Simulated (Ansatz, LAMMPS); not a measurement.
## Amorphous Cd12Hg24S36 (72 atoms): a reference run and its variants

Density of this cell: 6.45 g/cm³. The cell holds 72 atoms: 12 Cd, 24 Hg and 36 S. Cell: a = 12.348 Å, b = 12.348 Å, c = 12.348 Å, α = 90.0°, β = 90.0°, γ = 90.0°. 72 atoms (12 Cd, 24 Hg, 36 S) placed at random at 6.45 g/cm³, melted at 2500 K for 10 ps at fixed volume with the Stillinger-Weber II-VI potential (Zhou et al., Phys. Rev. B 88, 085309 (2013)). Quenched from 2500 K to 100 K at 1000 K/ps and fixed volume, held 5 ps, then minimised at fixed cell.

Geometry: as built.

Reference run: Kohn-Sham DFT, PBE, PAW (set soft_2), plane waves (Ansatz 0.2.0), cutoff 420 eV, Γ point, gaussian smearing of 0.025 eV.

```
r.m.s. force component                           : 0.3997 eV/Å
pressure                                         : -1.694 GPa
spacing of highest filled and lowest empty level : 0.0425 eV
SCF cycles                                       : 12
time                                             : 30 s on 8 threads of Arm Neoverse V1, shared host
```

**Question.** The same geometry is run again with each of these changes. How far do the results move, and how long does each run take?
- support functions low
- support functions medium
- support functions medium, radius 4.28 Å
- support functions medium, radius 4.59 Å

Differences are against the plane-wave reference (Kohn-Sham DFT, PBE, PAW (set soft_2), plane waves), whose r.m.s. force component is 0.400 eV/Å. Energies are set beside the reference only for runs with its functional, potentials and electron count. Times are for 8 threads of Arm Neoverse V1, shared host. The reference's time includes the DOS, the stress and grids, which some other runs skip.

```
                                    run  Δ force, r.m.s. (meV/Å)  share of r.m.s. force (%)  Δ energy (meV/atom)  cycles     time  host memory (GiB)
                              reference                        -                          -                    -      12     30 s                3.0
                  support functions low                    0.441                      0.110                -1.28      16     98 s                4.2
               support functions medium                    0.431                      0.108                -1.29      19  1.7 min                4.2
support functions medium, radius 4.28 Å                    0.518                      0.130                -1.27      19     93 s                4.0
support functions medium, radius 4.59 Å                    0.371                     0.0929                -1.30      19  1.9 min                4.5
```

Among numerical settings the force difference runs from 0.37 meV/Å (support functions medium, radius 4.59 Å) to 0.52 meV/Å (support functions medium, radius 4.28 Å). At 72 atoms the fastest of the runs at a preset level, support functions low, takes roughly 3.3 times the time of plane waves (whose run also made extra analyses, so the like-for-like ratio is larger), in 16 SCF cycles against 12. Differences between support functions and plane waves include what basis error the plane-wave run still has. 

[Logs are printed without paths, hosts, clocks, repeated set-up lines and the standing remarks that a program may print on its own settings, such as how far it seeks lower states.]

[Hosts, paths, dates, database ids (printed as entryN), source tags and the programs' standing remarks are cut or masked in the printed files.]
